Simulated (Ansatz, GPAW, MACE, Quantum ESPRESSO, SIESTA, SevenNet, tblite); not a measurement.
# Glassy 80SiO2-20Li2O (mol %) (75 atoms) in tblite

Wanted: tblite inputs and outputs for glassy 80SiO2-20Li2O (mol %) (75 atoms), checked against a plane-wave reference.

Method: the method is named at each step, in tblite 0.8.0.

**1. Starting point**

The cell holds 75 atoms: 20 Si, 10 Li and 45 O. Its edges and angles: a = 9.737 Å, b = 9.737 Å, c = 9.737 Å, α = 90.0°, β = 90.0°, γ = 90.0°. 75 atoms (20 Si, 10 Li, 45 O) placed at random at 2.26 g/cm³, melted at 4000 K for 10 ps at fixed volume with the Morse and Coulomb pair potential with partial charges (Pedone, Malavasi, Menziani, Cormack and Segre, J. Phys. Chem. B 110, 11780 (2006)). Quenched from 1800 K to 300 K at 20 K/ps and fixed volume, held 10 ps at zero pressure. Then every atom was moved at random, 0.02 Å r.m.s. a Cartesian component.

The yardstick, on the same geometry:

- method: Kohn-Sham DFT, PBE, PAW, plane waves (Ansatz 0.2.0); cutoff 420 eV, Γ point, fermi-dirac smearing of 0.05 eV; PAW set soft_2
- r.m.s. force component: 1.532 eV/Å
- longest force: 8.067 eV/Å
- pressure: 6.754 GPa
- gap (highest filled to lowest empty level): 3.347 eV
- SCF cycles: 9
- time: 16 s on 4 threads of Arm Neoverse N1, shared host
- CPU time: 61 s

**2. GFN1-xTB**

Method: GFN1-xTB tight binding, diagonalisation.

File run.py:

```python
import numpy as np
from ase.io import read
from tblite.ase import TBLite

atoms = read("structure.xyz")
atoms.calc = TBLite(method="GFN1-xTB", electronic_temperature=580, accuracy=1.0, max_iterations=250, mixer_damping=0.4, verbosity=1)
energy = atoms.get_potential_energy()
forces = atoms.get_forces()
print(f"energy {energy:.6f} eV")
print("forces (eV/A)")
for i, (a, f) in enumerate(zip(atoms, forces)):
    print(f"{i:4d} {a.symbol:2s} {f[0]:10.5f} {f[1]:10.5f} {f[2]:10.5f}")
stress = -atoms.get_stress(voigt=False) * 160.21766
print("stress (GPa, compression positive)")
for row in stress:
    print(" ".join(f"{x:10.4f}" for x in row))
print("charges (e)")
print(np.array2string(atoms.get_charges(), precision=4, suppress_small=True, max_line_width=110, threshold=100000))
```

File structure.xyz:

```xyz
75
Lattice="9.73665 0.00000 0.00000 0.00000 9.73665 0.00000 0.00000 0.00000 9.73665" Properties=species:S:1:pos:R:3 pbc="T T T"
Si 9.69566 3.57948 5.95620
Si 9.31875 4.46474 0.69004
Si 4.98351 5.83245 1.16986
Si 7.05118 0.82022 9.43881
Si 0.06261 1.95307 8.53378
Si 6.79365 8.22134 1.55046
Si 4.28111 9.53539 8.25863
Si 1.70907 9.17660 0.00399
Si 0.54331 0.38927 2.61731
Si 5.93975 2.88370 1.77791
Si 7.70607 6.83844 4.04908
Si 8.04773 5.56635 7.79399
Si 4.74116 5.76468 4.04782
Si 2.78381 2.68770 1.83302
Si 3.66614 0.72548 5.49907
Si 1.09216 6.80105 7.83411
Si 2.89772 4.49911 8.95168
Si 2.71838 3.64667 4.62325
Si 2.63717 7.64395 4.92343
Si 8.37848 2.77251 3.16178
Li 5.97976 7.54405 6.25911
Li 9.40395 8.53807 5.40150
Li 5.21992 0.95887 3.21631
Li 2.60601 2.34653 7.21388
Li 0.76851 5.22994 3.37618
Li 4.83678 6.35122 8.14578
Li 5.28603 4.34011 6.74691
Li 0.27944 7.02908 2.33777
Li 6.85421 9.67804 4.57145
Li 2.36484 6.18453 1.96778
O 6.57545 2.02026 0.65752
O 8.66143 3.91189 2.11324
O 6.48276 5.80080 7.52030
O 3.99991 5.63752 9.65136
O 8.97505 6.00634 4.21431
O 7.41913 9.16930 0.44448
O 3.26791 9.53257 9.59216
O 5.91969 9.09471 2.55363
O 0.51770 2.40680 7.02382
O 1.93204 6.93619 3.66478
O 8.98897 1.40383 2.40203
O 4.09543 4.46932 4.73065
O 1.74656 7.32352 6.30166
O 3.53509 0.63152 7.07572
O 6.74477 2.69861 3.11962
O 3.02508 9.20805 4.83444
O 6.35716 5.88425 4.00381
O 7.46606 7.88562 5.10152
O 9.00124 2.94845 4.61118
O 1.77606 1.44541 2.14781
O 0.94669 9.01886 1.39390
O 3.70587 3.93614 7.69682
O 5.16296 0.91486 5.16938
O 4.34517 2.37302 2.03311
O 7.82233 7.47434 2.56181
O 2.32005 3.77217 3.01719
[... 15 atom lines left out ...]
O 0.30651 9.67443 4.04139
O 8.69132 4.38422 6.80173
O 4.50135 8.08911 7.67297
O 9.22995 6.70768 7.65018
```

Command:

```bash
> OMP_NUM_THREADS=1 python run.py > output.txt
```

Output:

```text
------------------------------------------------------------
  cycle        total energy    energy error   density error
------------------------------------------------------------
      1     -238.4358357906  -2.3979996E+02   1.0124721E+00
      2     -246.8087052427  -8.3728695E+00   7.1356070E-01
      3     -253.8434885848  -7.0347833E+00   4.3512541E-01
      4     -256.3732289591  -2.5297404E+00   1.0386071E-01
      5     -256.8305887696  -4.5735981E-01   1.7615787E-02
      6     -256.8390911339  -8.5023643E-03   7.9251238E-03
      7     -256.8405922390  -1.5011052E-03   3.7042700E-03
      8     -256.8411497318  -5.5749281E-04   6.8477336E-04
      9     -256.8411295528   2.0179079E-05   8.8468014E-04
     10     -256.8411573388  -2.7786011E-05   2.5185492E-04
     11     -256.8411596204  -2.2816132E-06   5.2768257E-05
     12     -256.8411597044  -8.4036458E-08   1.1452171E-05
------------------------------------------------------------
 total:                                   6.249 sec
energy -6989.003944 eV
forces (eV/A)
   0 Si    0.50510   -1.94971   -0.71850
   1 Si   -2.20219   -3.19218   -0.21885
   2 Si    1.02472   -0.91983   -2.94792
   3 Si   -0.05285   -0.38216   -1.13923
   4 Si    0.06521   -1.21222   -0.30272
   5 Si    0.35344    3.23008    4.34216
   6 Si   -0.73482   -2.35053    0.13621
   7 Si    0.22684    2.14183    0.01211
   8 Si    0.33428    1.10038   -1.23795
   9 Si   -2.92252    1.42845   -0.38567
  10 Si    1.01994   -2.57668   -1.71726
  11 Si   -1.87238   -0.46101    1.34131
  12 Si    3.09499   -0.25134   -0.68594
  13 Si   -1.41040   -0.81006    0.60489
  14 Si    1.23414    2.48183   -1.30274
  15 Si    0.19025   -1.00850   -3.99576
  16 Si    2.23388    0.43300   -2.00222
  17 Si   -1.26535   -0.52027   -0.48111
  18 Si   -2.29687   -1.25639   -0.76603
  19 Si    0.29509   -2.09825   -1.16494
  20 Li   -0.03628    0.07457    0.07900
  21 Li   -0.07450   -0.06070   -0.26628
  22 Li   -0.14790   -0.43725    0.02391
  23 Li    0.05539    0.13339    0.14499
[...]
67 O     4.55753    3.99353    2.14602
  68 O    -1.84936   -2.90310   -2.62307
  69 O     0.10803    0.13655    0.80180
  70 O     0.37010   -0.99540   -0.21930
  71 O     0.50352   -1.76222    2.03890
  72 O    -1.64316    1.49218    0.88300
  73 O     0.42312   -0.53860    0.18979
  74 O    -0.33614    0.43937   -0.23154
stress (GPa, compression positive)
   12.1886     0.4468     1.4414
    0.4468    14.3955     1.7092
    1.4414     1.7092    12.7040
charges (e)
[ 0.4823  0.4297  0.4739  0.4589  0.4518  0.4176  0.4276  0.4666  0.4437  0.4816  0.3899  0.4495  0.4854
  0.4774  0.4234  0.4695  0.4555  0.4942  0.4505  0.4796  0.3413  0.3424  0.3323  0.3669  0.3636  0.3429
  0.3459  0.3437  0.2988  0.3537 -0.2116 -0.2411 -0.3769 -0.2758 -0.4312 -0.2308 -0.2556 -0.449  -0.2694
 -0.4246 -0.2671 -0.2337 -0.2599 -0.256  -0.2415 -0.2101 -0.2497 -0.3852 -0.2152 -0.2475 -0.2404 -0.4247
 -0.4084 -0.2563 -0.2704 -0.2829 -0.2468 -0.2267 -0.2448 -0.2526 -0.203  -0.2407 -0.2468 -0.2289 -0.2451
 -0.2194 -0.2342 -0.3987 -0.2013 -0.2531 -0.2402 -0.3752 -0.2138 -0.4201 -0.2337]
```

Run time: 7.1 s. Hardware: 1 thread of Arm Neoverse N1, shared host; peak memory 0.11 GiB.

Banners, paths, timers and routine set-up lines are dropped from the logs unmarked, and long logs keep their key lines alone; longer cuts are marked.

Numbers from this run, and their distance from the reference:

- r.m.s. force component: 1.348 eV/Å
- r.m.s. difference of force components: 550.5 meV/Å
- longest difference of force vectors: 2570 meV/Å
- force difference over r.m.s. force: 35.93 %
- slope of forces against the reference's: 0.8225
- correlation of force components: 0.9348
- pressure: 13.1 GPa
- pressure difference: 6.342 GPa

Length of the force difference by element (eV/Å):

```tsv
element	atoms	mean	most
Li	10	0.47	0.71
O	45	0.67	1.7
Si	20	1.3	2.6
```

Local excerpt of 9 atoms (numbers count through the whole input) about O68, which bears the longest force; x, y, z are measured from there.

```tsv
atom	x	y	z	distance (Å)	Mulliken charge (e)	Fx	Fy	Fz (eV/Å)
O68	0.00	0.00	0.00	0.00	-0.40	4.56	3.99	2.15
Si2	-0.97	-1.04	-0.38	1.48	0.43	-2.20	-3.19	-0.22
Li28	-0.28	1.52	1.27	2.00	0.34	-0.73	1.12	-0.35
Li30	1.81	0.68	0.90	2.13	0.35	0.35	-0.07	-0.27
Li25	0.21	-0.28	2.31	2.34	0.36	-0.19	-0.70	0.98
O60	-2.01	-0.41	-1.40	2.48	-0.25	-1.83	0.45	-2.54
O32	-1.63	-1.60	1.05	2.51	-0.24	0.70	0.90	-1.12
O59	-0.44	-2.41	-1.21	2.73	-0.24	-0.14	1.78	1.10
O58	1.13	-0.16	-2.55	2.79	-0.23	-0.04	0.80	0.43
```

Atoms are counted from 1 here, from 0 in the log.

Forces lie 36 % from the reference's, at 0.12 times its CPU time (on 1 against 4 cores).

**3. Outcome**

| Item | Value |
| --- | --- |
| force difference from the reference | tblite GFN1-xTB, 36 % |
| its CPU time | 7.1 s |

In words: Tight binding differs by 36 % (tblite GFN1-xTB); it is another model, with fitted parameters of its own, and the xTB methods hold dispersion. One electronic-structure run takes under half the reference's CPU time: tblite GFN1-xTB, at 36 % in 7.1 s against 61 s; its pressure misses by +6.3 GPa. Periodic xTB results under one method name differ between programs and library versions. The quench rate of 20 K/ps is many orders above laboratory rates, so the cell is likely richer in defects and strain than a real sample. The network of bonds at the start is that of the classical potential that made the cell, and needn't be the one that DFT or experiment would give. The electronic-structure runs sample only Γ, in a cell whose shortest periodic width is 10 Å.

[Also dropped from logs without a mark: logging warnings of Python, and SIESTA's first energy breakdown and zero terms.]

[Logs are printed without paths, hosts, clocks, repeated set-up lines and the standing remarks that a program may print on its own settings, such as how far it seeks lower states.]

[Hosts, paths, dates, database ids (printed as entryN), source tags and the programs' standing remarks are cut or masked in the printed files.]
